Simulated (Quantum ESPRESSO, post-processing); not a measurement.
# Si(111), F on both faces, 5 bilayers against a metal electrode: a series in the charge of the slab, part 4 of 4

What law, if any, do the results for Si(111), F on both faces, 5 bilayers against a metal electrode follow against the charge of the slab?

Quantum ESPRESSO 7.5; plane-wave DFT, PBE, GBRV ultrasoft pseudopotentials.

So far. Step 4 (Ground state, 0 ×10¹³ e/cm²): Inside the slab this potential holds the local part of the pseudopotentials, which can be repulsive at the nuclei; only its value in the vacuum has a meaning of its own. Step 5 (Self-consistent run, 1 ×10¹³ e/cm²): Inside the slab this potential holds the local part of the pseudopotentials, which can be repulsive at the nuclei; only its value in the vacuum has a meaning of its own.

**6. SCF with pw.x, -1.5 ×10¹³ e/cm²**

The input, m1.esm.in:

```
&control
  prefix = 'm1.esm'
  outdir = './out'
  pseudo_dir = './pseudo'
  calculation = 'scf'
  tprnfor = .true.
/
&system
  ibrav = 0
  nat = 12
  ntyp = 2
  ecutwfc = 40
  ecutrho = 200
  occupations = 'smearing'
  smearing = 'fd'
  degauss = 0.004
  assume_isolated = 'esm'
  esm_bc = 'bc3'
  tot_charge = -0.01943
/
&electrons
  conv_thr = 1e-08
  mixing_beta = 0.4
  electron_maxstep = 120
  mixing_mode = 'plain'
  startingpot = 'file'
/
ATOMIC_SPECIES
  F   18.9984  f_pbe_v1.4.uspp.F.UPF
  Si  28.0850  si_pbe_v1.uspp.F.UPF
CELL_PARAMETERS angstrom
  3.86699878700000 0.00000000000000 0.00000000000000
  -1.93349939350000 3.34891918620291 0.00000000000000
  0.00000000000000 0.00000000000000 31.75482431705379
ATOMIC_POSITIONS crystal
  F   0.000000000000 0.000000000000 -0.214031715519
  Si  0.000000000000 0.000000000000 -0.162861032719
  Si  0.333333333300 0.666666666700 -0.139085899519
  Si  0.333333333300 0.666666666700 -0.064451253419
  Si  0.666666666700 0.333333333300 -0.039684691019
  Si  0.666666666700 0.333333333300 0.034799551581
  Si  0.000000000000 0.000000000000 0.059674282381
  Si  0.000000000000 0.000000000000 0.134158524981
  Si  0.333333333300 0.666666666700 0.158925087381
  Si  0.333333333300 0.666666666700 0.233559733481
  Si  0.666666666700 0.333333333300 0.257334866681
  F   0.666666666700 0.333333333300 0.308505549481
K_POINTS automatic
  24 24 1 0 0 0
```

Run with:

```
$ cp -r out/m2.esm.save out/m1.esm.save
$ OMP_NUM_THREADS=1 mpirun -n 8 pw.x -nk 8 -in m1.esm.in > m1.esm.out
```

The program printed:

```text
[banner, memory and clock lines left out]
Program PWSCF v.7.5 starts
[...]
Message from routine setup:
[...]
number of electrons       =        54.02
     number of Kohn-Sham states=           32
     kinetic-energy cutoff     =      40.0000  Ry
     charge density cutoff     =     200.0000  Ry
[...]
number of k points=    61  Fermi-Dirac smearing, width (Ry)=  0.0040
[...]
Dense  grid:   132847 G-vectors     FFT dimensions: (  36,  36, 288)
[...]
The initial density is read from file :
[...]
negative rho (up, down):  1.437E-03 0.000E+00
     Starting wfcs are   48 randomized atomic wfcs
[...]
negative rho (up, down):  1.419E-03 0.000E+00
[...]
estimated scf accuracy    <       0.09520186 Ry
[...]
negative rho (up, down):  1.431E-03 0.000E+00
[...]
estimated scf accuracy    <     105.46835483 Ry
[...]
negative rho (up, down):  1.413E-03 0.000E+00
[...]
estimated scf accuracy    <       0.03893662 Ry
[...]
negative rho (up, down):  1.409E-03 0.000E+00
[...]
estimated scf accuracy    <       0.01715522 Ry
[...]
negative rho (up, down):  1.408E-03 0.000E+00
[...]
estimated scf accuracy    <       0.01717577 Ry
[...]
negative rho (up, down):  1.410E-03 0.000E+00
[...]
estimated scf accuracy    <       0.01368142 Ry
[...]
negative rho (up, down):  1.412E-03 0.000E+00
[...]
estimated scf accuracy    <       0.01002223 Ry
[...]
negative rho (up, down):  1.413E-03 0.000E+00
[...]
estimated scf accuracy    <       0.00712774 Ry
[...]
negative rho (up, down):  1.413E-03 0.000E+00
[...]
estimated scf accuracy    <       0.00708364 Ry
[...]
negative rho (up, down):  1.416E-03 0.000E+00
[...]
estimated scf accuracy    <       0.00691371 Ry
[...]
negative rho (up, down):  1.423E-03 0.000E+00
[...]
estimated scf accuracy    <       0.00352047 Ry
[...]
negative rho (up, down):  1.423E-03 0.000E+00
[...]
estimated scf accuracy    <       0.00168792 Ry
[...]
negative rho (up, down):  1.422E-03 0.000E+00
[...]
estimated scf accuracy    <       0.00181895 Ry
[...]
negative rho (up, down):  1.423E-03 0.000E+00
[...]
estimated scf accuracy    <       0.00184967 Ry
[...]
negative rho (up, down):  1.429E-03 0.000E+00
[...]
estimated scf accuracy    <       0.00178889 Ry
[...]
negative rho (up, down):  1.427E-03 0.000E+00
[...]
estimated scf accuracy    <       0.00145771 Ry
[...]
negative rho (up, down):  1.409E-03 0.000E+00
[...]
estimated scf accuracy    <       0.00144283 Ry
[...]
negative rho (up, down):  1.422E-03 0.000E+00
[...]
estimated scf accuracy    <       0.00135136 Ry
[...]
negative rho (up, down):  1.422E-03 0.000E+00
[...]
estimated scf accuracy    <       0.00152903 Ry
[...]
negative rho (up, down):  1.422E-03 0.000E+00
[...]
estimated scf accuracy    <       0.00098878 Ry
[...]
negative rho (up, down):  1.422E-03 0.000E+00
[...]
estimated scf accuracy    <       0.00047648 Ry
[...]
negative rho (up, down):  1.426E-03 0.000E+00
[...]
estimated scf accuracy    <       0.00003263 Ry
[...]
negative rho (up, down):  1.425E-03 0.000E+00
[...]
estimated scf accuracy    <       0.00004008 Ry
[...]
negative rho (up, down):  1.426E-03 0.000E+00
[...]
estimated scf accuracy    <       0.00001026 Ry
[...]
negative rho (up, down):  1.427E-03 0.000E+00
[...]
estimated scf accuracy    <       0.00002532 Ry
[...]
negative rho (up, down):  1.427E-03 0.000E+00
[...]
estimated scf accuracy    <       0.00001004 Ry
[...]
negative rho (up, down):  1.427E-03 0.000E+00
[...]
estimated scf accuracy    <       0.00000108 Ry
[...]
negative rho (up, down):  1.427E-03 0.000E+00
[...]
estimated scf accuracy    <       0.00000370 Ry
[...]
negative rho (up, down):  1.427E-03 0.000E+00
[...]
estimated scf accuracy    <       0.00000384 Ry
[...]
negative rho (up, down):  1.427E-03 0.000E+00
[...]
estimated scf accuracy    <       0.00000472 Ry
[...]
negative rho (up, down):  1.427E-03 0.000E+00
[...]
estimated scf accuracy    <       0.00000298 Ry
[...]
negative rho (up, down):  1.427E-03 0.000E+00
[...]
estimated scf accuracy    <       0.00000408 Ry
[...]
negative rho (up, down):  1.427E-03 0.000E+00
[...]
estimated scf accuracy    <       0.00000119 Ry
[...]
negative rho (up, down):  1.428E-03 0.000E+00
[...]
estimated scf accuracy    <       0.00000043 Ry
[...]
negative rho (up, down):  1.428E-03 0.000E+00
[...]
estimated scf accuracy    <       0.00000020 Ry
[...]
negative rho (up, down):  1.428E-03 0.000E+00
[...]
the Fermi energy is    -4.1172 ev
!    total energy              =    -193.40043426 Ry
     estimated scf accuracy    <          5.9E-09 Ry
     smearing contrib. (-TS)   =      -0.00023046 Ry
     internal energy E=F+TS    =    -193.40020381 Ry
[...]
one-electron contribution =  -33212.34557916 Ry
     hartree contribution      =   16612.26809350 Ry
     xc contribution           =     -61.75896326 Ry
     ewald contribution        =   16468.43624511 Ry
     convergence has been achieved in  36 iterations
     negative rho (up, down):  1.428E-03 0.000E+00
[...]
Total force =     0.008238     Total SCF correction =     0.000105
[...]
```

Elapsed: 9.2 min, on 8 MPI ranks of Arm Neoverse V1, shared host; peak memory 1.8 GiB; 74 min of CPU time.

This step gave:

```
Fermi energy                                                   : -4.117 eV
vacuum line at the lower end of the cell, over the Fermi level : 5.964 eV
slope of the potential above                                   : -0.2708 eV/Å
vacuum line at the upper end of the cell, over the Fermi level : 4.118 eV
```

Inside the slab this potential holds the local part of the pseudopotentials, which can be repulsive at the nuclei; only its value in the vacuum has a meaning of its own.

**7. Self-consistent run, -3 ×10¹³ e/cm²**

m0.esm.in is the input of step 6 with these lines changed:

```diff
@@ -1,3 +1,3 @@
 &control
-  prefix = 'm1.esm'
+  prefix = 'm0.esm'
   outdir = './out'
@@ -18,3 +18,3 @@
   esm_bc = 'bc3'
-  tot_charge = -0.01943
+  tot_charge = -0.03887
 /
```

Run with:

```
$ cp -r out/m1.esm.save out/m0.esm.save
$ OMP_NUM_THREADS=1 mpirun -n 8 pw.x -nk 8 -in m0.esm.in > m0.esm.out
```

The program printed:

```text
[banner, memory and clock lines left out]
Program PWSCF v.7.5 starts
[...]
Message from routine setup:
[...]
number of electrons       =        54.04
     number of Kohn-Sham states=           32
     kinetic-energy cutoff     =      40.0000  Ry
     charge density cutoff     =     200.0000  Ry
[...]
number of k points=    61  Fermi-Dirac smearing, width (Ry)=  0.0040
[...]
Dense  grid:   132847 G-vectors     FFT dimensions: (  36,  36, 288)
[...]
The initial density is read from file :
[...]
negative rho (up, down):  1.428E-03 0.000E+00
     Starting wfcs are   48 randomized atomic wfcs
[...]
negative rho (up, down):  1.406E-03 0.000E+00
[...]
estimated scf accuracy    <       0.13138653 Ry
[...]
negative rho (up, down):  1.695E-03 0.000E+00
[...]
estimated scf accuracy    <     246.30721767 Ry
[...]
negative rho (up, down):  1.507E-03 0.000E+00
[...]
estimated scf accuracy    <       0.02542066 Ry
[...]
negative rho (up, down):  1.434E-03 0.000E+00
[...]
estimated scf accuracy    <       0.02971440 Ry
[...]
negative rho (up, down):  1.407E-03 0.000E+00
[...]
estimated scf accuracy    <       0.02932492 Ry
[...]
negative rho (up, down):  1.399E-03 0.000E+00
[...]
estimated scf accuracy    <       0.02163123 Ry
[...]
negative rho (up, down):  1.399E-03 0.000E+00
[...]
estimated scf accuracy    <       0.01709902 Ry
[...]
negative rho (up, down):  1.401E-03 0.000E+00
[...]
estimated scf accuracy    <       0.01355752 Ry
[...]
negative rho (up, down):  1.405E-03 0.000E+00
[...]
estimated scf accuracy    <       0.01047895 Ry
[...]
negative rho (up, down):  1.410E-03 0.000E+00
[...]
estimated scf accuracy    <       0.00662256 Ry
[...]
negative rho (up, down):  1.420E-03 0.000E+00
[...]
estimated scf accuracy    <       0.00240120 Ry
[...]
negative rho (up, down):  1.419E-03 0.000E+00
[...]
estimated scf accuracy    <       0.00201470 Ry
[...]
negative rho (up, down):  1.418E-03 0.000E+00
[...]
estimated scf accuracy    <       0.00165480 Ry
[...]
negative rho (up, down):  1.418E-03 0.000E+00
[...]
estimated scf accuracy    <       0.00125082 Ry
[...]
negative rho (up, down):  1.418E-03 0.000E+00
[...]
estimated scf accuracy    <       0.00136815 Ry
[...]
negative rho (up, down):  1.419E-03 0.000E+00
[...]
estimated scf accuracy    <       0.00126872 Ry
[...]
negative rho (up, down):  1.419E-03 0.000E+00
[...]
estimated scf accuracy    <       0.00127479 Ry
[...]
negative rho (up, down):  1.417E-03 0.000E+00
[...]
estimated scf accuracy    <       0.00124880 Ry
[...]
negative rho (up, down):  1.425E-03 0.000E+00
[...]
estimated scf accuracy    <       0.00171078 Ry
[...]
negative rho (up, down):  1.424E-03 0.000E+00
[...]
estimated scf accuracy    <       0.00021932 Ry
[...]
negative rho (up, down):  1.420E-03 0.000E+00
[...]
estimated scf accuracy    <       0.00037894 Ry
[...]
negative rho (up, down):  1.419E-03 0.000E+00
[...]
estimated scf accuracy    <       0.00004325 Ry
[...]
negative rho (up, down):  1.418E-03 0.000E+00
[...]
estimated scf accuracy    <       0.00002504 Ry
[...]
negative rho (up, down):  1.419E-03 0.000E+00
[...]
estimated scf accuracy    <       0.00000772 Ry
[...]
negative rho (up, down):  1.419E-03 0.000E+00
[...]
estimated scf accuracy    <       0.00000234 Ry
[...]
negative rho (up, down):  1.418E-03 0.000E+00
[...]
estimated scf accuracy    <       0.00000236 Ry
[...]
negative rho (up, down):  1.418E-03 0.000E+00
[...]
estimated scf accuracy    <       0.00000010 Ry
[...]
negative rho (up, down):  1.418E-03 0.000E+00
[...]
estimated scf accuracy    <       0.00000099 Ry
[...]
negative rho (up, down):  1.418E-03 0.000E+00
[...]
estimated scf accuracy    <       0.00000058 Ry
[...]
negative rho (up, down):  1.418E-03 0.000E+00
[...]
estimated scf accuracy    <       0.00000059 Ry
[...]
negative rho (up, down):  1.418E-03 0.000E+00
[...]
estimated scf accuracy    <       0.00000058 Ry
[...]
negative rho (up, down):  1.418E-03 0.000E+00
[...]
estimated scf accuracy    <       0.00000012 Ry
[...]
negative rho (up, down):  1.418E-03 0.000E+00
[...]
estimated scf accuracy    <       0.00000007 Ry
[...]
negative rho (up, down):  1.418E-03 0.000E+00
[...]
estimated scf accuracy    <       0.00000002 Ry
[...]
negative rho (up, down):  1.418E-03 0.000E+00
[...]
the Fermi energy is    -2.2767 ev
!    total energy              =    -193.40499743 Ry
     estimated scf accuracy    <          3.1E-09 Ry
     smearing contrib. (-TS)   =      -0.00035866 Ry
     internal energy E=F+TS    =    -193.40463877 Ry
[...]
one-electron contribution =  -33219.34972972 Ry
     hartree contribution      =   16619.27981938 Ry
     xc contribution           =     -61.77097354 Ry
     ewald contribution        =   16468.43624511 Ry
     convergence has been achieved in  35 iterations
     negative rho (up, down):  1.418E-03 0.000E+00
[...]
Total force =     0.016717     Total SCF correction =     0.000114
[...]
```

Run time: 10 min. Hardware: 8 MPI ranks; peak memory 1.8 GiB; 80 min of CPU time.

Numbers from this step:

- Fermi energy: -2.277 eV
- vacuum line at the lower end of the cell, over the Fermi level: 5.943 eV
- slope of the potential above: -0.5417 eV/Å
- vacuum line at the upper end of the cell, over the Fermi level: 2.279 eV

Inside the slab this potential holds the local part of the pseudopotentials, which can be repulsive at the nuclei; only its value in the vacuum has a meaning of its own.

**8. The series side by side**

The series in one table:

| the charge of the slab (positive: electrons removed) | electrode's level over the Fermi level (eV) | far face's level over the Fermi level (eV) | field in the gap (eV/Å) |
| --- | --- | --- | --- |
| -3 ×10¹³ e/cm² | 2.279 | 5.943 | -0.5417 |
| -1.5 ×10¹³ e/cm² | 4.118 | 5.964 | -0.2708 |
| 0 ×10¹³ e/cm² | 6.295 | 6.294 | 1.174e-05 |
| 1 ×10¹³ e/cm² | 7.829 | 6.607 | 0.1806 |
| 2 ×10¹³ e/cm² | 9.054 | 6.636 | 0.3611 |
| 3 ×10¹³ e/cm² | 10.26 | 6.652 | 0.5417 |
| 4.5 ×10¹³ e/cm² | 12.05 | 6.669 | 0.8124 |
| 6 ×10¹³ e/cm² | 13.83 | 6.683 | 1.083 |
| 7 ×10¹³ e/cm² | 15.01 | 6.693 | 1.264 |
| 8 ×10¹³ e/cm² | 16.2 | 6.696 | 1.445 |

**9. By hand**

Last interval: C = Δσ/ΔV = 0.00100 e/Å² / 1.183 V × 1602 = 1.36 µF/cm².

**10. Outcome**

```json
{
  "mean capacitance at positive charge": "1.30 μF/cm²",
  "effective gap ε₀/C": "6.82 Å",
  "top atoms to electrode": "6.08 Å"
}
```

The series holds 10 members; mean capacitance at positive charge: 1.30 μF/cm²; effective gap ε₀/C: 6.82 Å; top atoms to electrode: 6.08 Å (PBE, GBRV ultrasoft). Interval by interval C lies between 1.05 and 1.36 µF/cm², least between 0 and 1×10¹³ e/cm², where the slab has few states at the Fermi level. The far face's level moves by 0.75 eV over the series, so the slab's own states take part of the voltage. Vacuum fills the gap; ions don't answer the charge; added electrons can spill towards the electrode at the most negative charges.

[Logs are printed without paths, hosts, clocks, repeated set-up lines and the standing remarks that a program may print on its own settings, such as how far it seeks lower states.]

[Hosts, paths, dates, database ids (printed as entryN), source tags and the programs' standing remarks are cut or masked in the printed files.]

[Maps of the electrostatic potential energy from Ansatz leave out the sawtooth potential of an applied field or a dipole correction, so their vacuum need not be flat; planar profiles and work functions include it.]
